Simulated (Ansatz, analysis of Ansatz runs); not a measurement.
# Can an added electron hop between V atoms in VCrO4 (Cmcm)?, part 2 of 2

Question: does an added electron stay on the V atom where it is started in VCrO4 (Cmcm), and if so, how high is the barrier for a hop to another V site nearby? Model: a cell of 48 host atoms.

Ansatz 0.2.0; plane-wave PAW DFT, PBEsol+U; relaxation of all atoms of a supercell at fixed charge in a uniform background.

So far. Step 2 (The cell without the carrier): The largest displacement from an ideal site is 0.004 Å. Step 3 (The electron on the first site): The largest changes of the moments are 0.72 μB on V5, 0.07 μB on Cr15 and -0.05 μB on O45. The largest part sits on the chosen site.

### Step 4. The electron on the second site

The same start is made on the second site, to get the end of the hop.

Input file B.relax/input.yaml:

```yaml
crystal:
  lattice:
    - [0.0, 8.2738142, 6.0384686]
    - [5.55914251, -1.2e-07, 6.03846877]
    - [5.55914251, 8.27381433, -1.7e-07]
  atoms:
    - { symbol: V, position: [0.05382, 0.696818, 0.302024] }
    - { symbol: V, position: [0.053859, 0.696831, 0.802029] }
[... 1 atom line left out ...]
    - { symbol: V, position: [0.553889, 0.196799, 0.801998], spin: 1.0 }
    - { symbol: V, position: [0.448215, 0.802369, 0.196452] }
[... 11 atom lines left out ...]
    - { symbol: O, position: [0.254382, 0.996263, 0.267718] }
[... 6 atom lines left out ...]
    - { symbol: O, position: [0.760709, -0.010108, 0.725949] }
[... 1 atom line left out ...]
    - { symbol: O, position: [0.477726, 0.272966, 1.008852] }
[... 4 atom lines left out ...]
    - { symbol: O, position: [0.519594, 0.731053, 0.002591] }
[... 16 atom lines left out ...]
    - { symbol: O, position: [0.897802, 0.132443, 0.866374] }
total_charge: -1
basis:
  ecutwfc: 420
  xc_grid: 2
hamiltonian:
  xc: pbesol
  hubbard:
    sites: [{ species: V, l: d, u_eff: 5.0 }, { species: Cr, l: d, u_eff: 4.5 }]
kpoints:
  mp_grid: { grid: [1, 1, 1] }
magnetization:
  spin_polarized: true
  initial_magnetization: 1
  spin_locking: { lock_magnetization: hard }
scf:
  occupations: { method: fermi_dirac, width: 0.01 }
  max_iter: 120
  lower_state_search: "off"
output:
  forces: true
relax:
  f_tol: 0.015
  max_steps: 70
  escape_saddle: false
checkpoint:
  write: "../B.relax.run"
  compress: false
  write_wavefunctions: true
  write_every: 100000
```

Launch:

```bash
ansatz run input.yaml --threads 8 --pin off --max-ram 17899MiB --backend cpu --events-out ev --progress --plain --runs-dir out
```

Numbers of over 12 decimals in the logs are rounded to 6 here.

The program printed:

```text
[...]
Crystal: 48 atoms, lattice volume = 555.483 Å³
Basis set: ecut = 420 eV, 10849 PW (Γ), exchange–correlation on 144×120×144 points (8 copies of the dense FFT grid, shifted against one another)
Bands: 253, of which v1, the nominal top of the filled ones, is band 205 counted from 1 (204 counted from 0)
Symmetry: 1 space group operations
[...]
k-points: 1
[...]
Starting moments: Σ|m| = 25 μB on 9 of 48 sites
[...]
SCF iter   1: F=—  HF=-67761.452358 eV  |F-HF|=—  |Δ(HF+E_count)|=         —  Δρ=3.72e-2 (↑3.72e-2 ↓3.63e-2)  dr2=1.72e1  dr2_m=2.23e0  M=1.000 μB ∫|m|=28.806 μB  β_m=0.30  ethr=3.10e-3  ⟨swp⟩=5.0  Hψ=1637  notcnv=0  defer=22
[...]
F+E_penalty+E_count = -67773.35524474 eV   max|allowed force component| = 2.721e-3 eV/Å
  atoms:
    - { symbol: V, position: [0.053773, 0.696962, 0.301878] }
    - { symbol: V, position: [0.054817, 0.695775, 0.801839] }
    [... 1 atom left out ...]
    - { symbol: V, position: [0.549860, 0.201037, 0.797801] }
    - { symbol: V, position: [0.449297, 0.803609, 0.195232] }
    [... 7 atoms left out ...]
    - { symbol: Cr, position: [0.252815, 0.250124, 0.247184] }
    [... 2 atoms left out ...]
    - { symbol: Cr, position: [0.751283, 0.751653, 0.748718] }
    - { symbol: O, position: [0.255469, 0.996547, 0.267169] }
    [... 6 atoms left out ...]
    - { symbol: O, position: [0.752802, -0.002389, 0.727126] }
    [... 1 atom left out ...]
    - { symbol: O, position: [0.478701, 0.271721, 1.001224] }
    [... 4 atoms left out ...]
    - { symbol: O, position: [0.520346, 0.731672, 0.002292] }
    [... 3 atoms left out ...]
    - { symbol: O, position: [0.619914, 0.853184, 0.145658] }
    [... 6 atoms left out ...]
    - { symbol: O, position: [0.373877, 0.138994, 0.859827] }
    [... 6 atoms left out ...]
[key lines of the parts left out:]
SCF converged after 9 iterations
Magnetization: 1.0000 μB (205.0000 up, 204.0000 down)
Free energy (F): -67773.355245 eV
Fermi energy:    8.940483 (↑ 8.943803, ↓ 8.223905) eV
```

The job ended after 39 s (8 threads of Arm Neoverse V1, shared host; peak memory 1.3 GiB).

Distances from V4 without and with the electron:

```tsv
atom	without (Å)	with (Å)
O40	1.66	1.72
O42	1.66	1.72
O26	1.79	1.88
O24	1.79	1.88
```

The largest changes of the moments are 0.72 μB on V4, 0.07 μB on Cr14 and -0.05 μB on O40. The largest part sits on the chosen site.

### Step 5. Points on the line between the two structures

All atoms move on the straight line between the two relaxed structures, 1.52 amu^1/2 Å long in mass-weighted terms. Each point starts from the state of the point before, once from either end, so that both localised states can be followed; the midpoint is also started with the carrier shared.

Input file A.x0500/input.yaml:

```yaml
crystal:
  lattice:
    - [0.0, 8.2738142, 6.0384686]
    - [5.55914251, -1.2e-07, 6.03846877]
    - [5.55914251, 8.27381433, -1.7e-07]
  atoms:
    - { symbol: V, position: [0.054575, 0.697253, 0.301587] }
    - { symbol: V, position: [0.05429, 0.696279, 0.802063] }
[... 1 atom line left out ...]
    - { symbol: V, position: [0.551332, 0.198327, 0.80051] }
    - { symbol: V, position: [0.450769, 0.800898, 0.197941], spin: 1.0 }
[... 11 atom lines left out ...]
    - { symbol: O, position: [0.252383, 0.99908, 0.26925] }
[... 6 atom lines left out ...]
    - { symbol: O, position: [0.749717, 0.000145, 0.729205] }
[... 1 atom line left out ...]
    - { symbol: O, position: [0.480228, 0.269638, 0.998692] }
[... 4 atom lines left out ...]
    - { symbol: O, position: [0.521873, 0.72959, -0.000241] }
[... 16 atom lines left out ...]
    - { symbol: O, position: [0.89764, 0.131639, 0.867199] }
total_charge: -1
basis:
  ecutwfc: 420
  xc_grid: 2
hamiltonian:
  xc: pbesol
  hubbard:
    sites: [{ species: V, l: d, u_eff: 5.0 }, { species: Cr, l: d, u_eff: 4.5 }]
kpoints:
  mp_grid: { grid: [1, 1, 1] }
magnetization:
  spin_polarized: true
  initial_magnetization: 1
  spin_locking: { lock_magnetization: hard }
scf:
  occupations: { method: fermi_dirac, width: 0.01 }
  max_iter: 120
  lower_state_search: "off"
output:
  forces: true
  eigenvalues: true
  eigenstates: { localisation: true }
  write_density: true
  write_potential: true
  volumetric_format: npy
checkpoint:
  read: "../A.x0375.run"
  write: "../A.x0500.run"
  compress: false
  write_wavefunctions: true
  write_every: 100000
```

The program printed:

```text
[...]
Warning: the atoms were moved onto the symmetric positions of the space group found under crystal.symmetry.tolerance 1.0e-5 (fractional; [...]
Warning: checkpoint.read: the run can stay near the saved state's solution: 48 site(s) moved relative to the saved geometry (max |Δs| = 1.456e-3 fractional); [...]
[...]
Crystal: 48 atoms, lattice volume = 555.483 Å³
Basis set: ecut = 420 eV, 10849 PW (Γ), exchange–correlation on 144×120×144 points (8 copies of the dense FFT grid, shifted against one another)
Bands: 253, of which v1, the nominal top of the filled ones, is band 205 counted from 1 (204 counted from 0)
Symmetry: 2 space group operations
[...]
k-points: 1
[...]
Starting moments: Σ|m| = 25 μB on 9 of 48 sites; this step starts from the density that it was given
[...]
SCF iter  15: F=-67773.114338 eV  HF=-67773.114338 eV  |F-HF|=7.04e-8  |Δ(HF+E_count)|=   2.72e-8  Δρ=3.24e-6 (↑3.24e-6 ↓1.74e-6)  dr2=9.39e-8  dr2_m=1.43e-8  M=1.000 μB ∫|m|=27.008 μB  ethr=2.44e-11  ⟨swp⟩=7.0  Hψ=2896  notcnv=0
SCF 1 converged in 15 iterations: F = -67773.114338 eV  dr2 = 9.39e-8
[...]
SCF converged after 15 iterations
[...]
Magnetization: 1.0000 μB (205.0000 up, 204.0000 down)
Absolute magnetization: 27.0809 μB (∫|ρ↑−ρ↓|, with the PAW one-centre terms)
[...]
Per-site moments (μB) at R_I (Å): [(0.011063, 0.683722), (0.00911696, 0.683610), (0.00911696, 0.683610), [... 45 left out ...]
Free energy (F): -67773.114338 eV
[...]
Internal energy: -67773.114338 eV  (E = F + TS)
E sigma→0 (E₀):  -67773.114338 eV
Fermi energy:    9.166494 (↑ 9.169869, ↓ 8.197500) eV
[...]
--- Forces (eV/Å), atoms counted from 1 ---
  atom   1  V      0.00000000    -0.00206817    -0.00394948
  atom   2  V      0.06943599     0.00720593    -0.00796585
  [... 1 atom left out ...]
  atom   4  V     -0.00000000     0.31992662     0.11769365
  atom   5  V      0.00000000    -0.40174745    -0.08145773
  [... 7 atoms left out ...]
  atom  13  Cr     0.06392358     0.13967861    -0.39934827
  [... 2 atoms left out ...]
  atom  16  Cr    -0.06392358     0.13967861    -0.39934827
  atom  17  O      0.65626975    -0.29790492    -0.01551837
  [... 6 atoms left out ...]
  atom  24  O      1.08422626    -0.65248309     0.02459906
  [... 1 atom left out ...]
  atom  26  O     -1.08422626    -0.65248309     0.02459906
  [... 4 atoms left out ...]
  atom  31  O     -0.65626975    -0.29790492    -0.01551837
  [... 3 atoms left out ...]
  atom  35  O     -0.00000000     0.72052565     0.78888477
  [... 6 atoms left out ...]
  atom  42  O     -0.00000000     0.61906311     1.06714328
  [... 6 atoms left out ...]
  max |Σ_I F_I| component: 7.09e-5 eV/Å
--- Band table (eV) ---
[...]
Occupation matrices written to <dir>
```

Wall time 9.8 s (8 threads); peak memory 1.3 GiB; 69 s of CPU time.

States next to the filling edge at the first k-point, on the run's own zero (eigenstates.tsv). The participation number counts the atoms that a state is spread over, of 48; bands count from 0.

```tsv
spin	band	energy (eV)	occupation	participation	largest share on	share
down	198	6.357	1.00	7.8	O35	0.32
down	199	6.456	1.00	16.6	O45	0.19
down	200	6.607	1.00	15.4	Cr13	0.10
down	201	6.734	1.00	8.1	O35	0.27
down	202	6.764	1.00	9.8	Cr15	0.26
down	203	6.919	1.00	9.9	O17	0.17
down	204	9.476	0.00	13.5	Cr14	0.15
down	205	9.619	0.00	11.1	V4	0.18
down	206	9.714	0.00	17.1	Cr14	0.12
down	207	9.721	0.00	14.3	Cr14	0.16
down	208	9.832	0.00	12.6	V1	0.19
up	199	6.487	1.00	17.8	O35	0.18
up	200	6.630	1.00	15.8	Cr10	0.10
up	201	6.707	1.00	8.0	O45	0.26
up	202	6.778	1.00	10.3	Cr12	0.25
up	203	6.916	1.00	9.7	O17	0.18
up	204	8.864	1.00	5.5	V5	0.38
up	205	9.476	0.00	17.7	V4	0.13
up	206	9.625	0.00	8.8	V4	0.29
up	207	9.642	0.00	14.9	V4	0.14
up	208	9.653	0.00	8.7	V4	0.28
up	209	9.704	0.00	16.5	Cr9	0.14
```

Under PBEsol+U (4.5, 5 eV) at the zone centre alone, the highest filled state is spin up, spread over 6 of 48 atoms, and the lowest empty one, 0.61 eV above it, is spin up, spread over 18 of 48 atoms.

Spin density in the bc plane at fractional x = 0.500, through the centre, with atoms of V and Cr and O within 0.45 Å of it.

Ten even steps from '0' (-0.1 e/Å³) to '9' (4.1 e/Å³), each cell a mean:
```
00000000001662000000000
00000000000111000000000
00000000000000000000000
00000000000000000000000
00000000000000000000000
00000000000000000000000
00000000000000000000000
00000000000000000000000
00000000000000000000000
00000000000000000000000
00000000013320000000000
00000000004961000000000
00000000001662000000000
00000000000111000000000
00000000000000000000000
00000000000000000000000
00000000000000000000000
00000000000000000000000
00000000000000000110000
00000000000000000110000
00000000000000000000000
00000000000000000000000
00000000012320000000000
00000000004961000000000
```
Columns run along b (8.2 Å), rows up along c (10.0 Å). Atoms in or near the plane, at fractional coordinates: V at (0.20, 0.30), V at (0.20, 0.80), V at (0.80, 0.20), V at (0.80, 0.70), Cr at (0.50, 0.00), Cr at (0.50, 0.50), O at (0.27, 0.50), O at (0.27, 0.00), O at (0.73, 0.00), O at (0.73, 0.50).

Electrostatic potential energy in the bc plane at fractional x = 0.500, through the centre, with atoms of V and Cr and O within 0.45 Å of it. With pseudopotentials it is smooth inside the atoms' cores, unlike the true potential.

Values in eV, 13 rows by 16 columns, each cell a mean:
```
 10   7   3 -11 -26 -14   2 -19 -30 -22   3  -3 -10   7  13  12
 10   1 -21 -23 -13   5  11   9   4   4   8  11  12  13  13  13
 12   6 -12 -24 -24  -2  10  13  12   9   7   7   7  10  12  13
 13  12   9   3   0   6   9  12  13  11   5 -14 -20 -11   5  12
 13  13  13  12  11  10   8   7  10  11   8 -11 -24 -26  -8   9
 11  13  12   1   2   7  -8 -23 -16   1   2 -18 -16  -6   1   8
 11  10   8 -22 -33 -12  -8 -31 -34 -23  -1 -23 -29   0  11  11
 10   3 -11 -14 -14  -1   9  -1 -12  -8   6  10   8  12  13  12
 11   3 -21 -26 -22   1  11  12  11   9  10  11  12  13  13  13
 13  10   2 -11 -12   2  10  13  13  11   7  -2  -5   3  11  13
 13  13  12  11  10   9   8  10  13  12   6 -17 -23 -22  -2  11
 12  13  13  12  11   9   2  -5   2   9   8  -5 -15 -18  -5   9
 11  12  10 -15 -20  -1 -13 -33 -31 -13  -4 -31 -25   3   9  10
```
Columns run along b (8.2 Å; values clipped at the 3rd and 97th percentile), rows up along c (10.0 Å). Atoms in or near the plane, at fractional coordinates: V at (0.20, 0.30), V at (0.20, 0.80), V at (0.80, 0.20), V at (0.80, 0.70), Cr at (0.50, 0.00), Cr at (0.50, 0.50), O at (0.27, 0.50), O at (0.27, 0.00), O at (0.73, 0.00), O at (0.73, 0.50).

Valence density in the bc plane at fractional x = 0.500, through the centre, with atoms of V and Cr and O within 0.45 Å of it. It is the smooth field of the valence electrons, not physical close to the nuclei.

Values in e/Å³, 13 rows by 16 columns, each cell a mean:
```
 0  0  0  2  4  2  1  3  8  3  0  1  2  1  0  0
 0  0  2  4  2  0  0  0  0  0  0  0  0  0  0  0
 0  0  2  5  3  0  0  0  0  1  1  0  0  0  0  0
 0  0  0  0  0  0  1  0  0  0  0  1  3  2  1  0
 0  0  0  0  0  0  0  0  0  0  0  1  5  4  1  0
 0  0  0  1  1  0  1  4  3  0  1  3  2  1  0  0
 0  0  0  3  6  2  1  9 15  3  1  4  5  1  0  0
 0  0  1  2  2  1  0  1  2  1  0  0  1  0  0  0
 0  0  2  6  3  0  0  0  0  1  0  0  0  0  0  0
 0  0  1  1  1  1  0  0  0  0  1  1  1  1  0  0
 0  0  0  0  0  0  1  0  0  0  0  2  7  4  1  0
 0  0  0  0  0  0  0  1  0  0  0  1  2  2  1  0
 0  0  0  3  4  1  1  9 11  2  1  5  4  1  0  0
```
Columns run along b (8.2 Å), rows up along c (10.0 Å). Atoms in or near the plane, at fractional coordinates: V at (0.20, 0.30), V at (0.20, 0.80), V at (0.80, 0.20), V at (0.80, 0.70), Cr at (0.50, 0.00), Cr at (0.50, 0.50), O at (0.27, 0.50), O at (0.27, 0.00), O at (0.73, 0.00), O at (0.73, 0.50).

Free energies from the first end:

```tsv
started from	fraction	energy (eV)	moment change on V5 (μB)	on V4 (μB)
first site	0	0.000	0.72	0.00
first site	0.125	0.016	0.70	0.00
first site	0.25	0.064	0.68	0.01
first site	0.375	0.141	0.65	0.02
first site	0.5	0.241	0.60	0.06
first site	0.625	0.141	0.02	0.65
second site	0.875	0.016	0.00	0.70
second site	0.75	0.064	0.01	0.68
second site	0.625	0.141	0.02	0.65
second site	0.5	0.241	0.06	0.60
second site	0.375	0.141	0.65	0.02
shared	0.5	0.278	0.37	0.37
second site	1	0.000	0.00	0.72
```

### Step 6. What came out

```yaml
barrier_forward: 0.24 eV
barrier_backward: 0.24 eV
distance_of_the_two_sites_without_the_carrier: 3.85 Å
carrier_at_the_midpoint: on one site
```

In words: On this line the electron must cross 0.24 eV to hop 3.85 Å; both ends have the same energy within 0.005 eV. At the midpoint the lowest state found keeps the carrier on one site, so the two localised curves cross in a cusp. This suggests weak coupling and a hop slower than the barrier alone implies, though U itself penalises the shared state. With an assumed attempt frequency of 1e13 per second the rate at 300 K would be 9e+08 per second for this barrier, if every crossing succeeded. A straight line need not be the lowest path, so the true barrier at this U can be lower, or higher if the ends can still break their symmetry. No run compares the localised electron with one spread in the band, so its binding is unknown and the barrier may exceed it. The magnetic order was assumed and need not be the ground state. The total moment is locked, so a carrier of the other spin direction was not tried. The program's search for lower electronic states was switched off in all runs, so that each state is followed; none is shown to be the lowest at its structure. No image-charge correction is applied; it nearly cancels along the line while the charge stays localised. Keep in mind: sampling at the zone centre alone can move energies of charged and open-shell states by tenths of an eV or more in cells of this size; the images are only 8.2 Å apart; gap and trapping depend on the U chosen (V d 5.0 eV, Cr d 4.5 eV).

[Logs are printed without paths, hosts, clocks, repeated set-up lines and the standing remarks that a program may print on its own settings, such as how far it seeks lower states.]

[Hosts, paths, dates, database ids (printed as entryN), source tags and the programs' standing remarks are cut or masked in the printed files.]
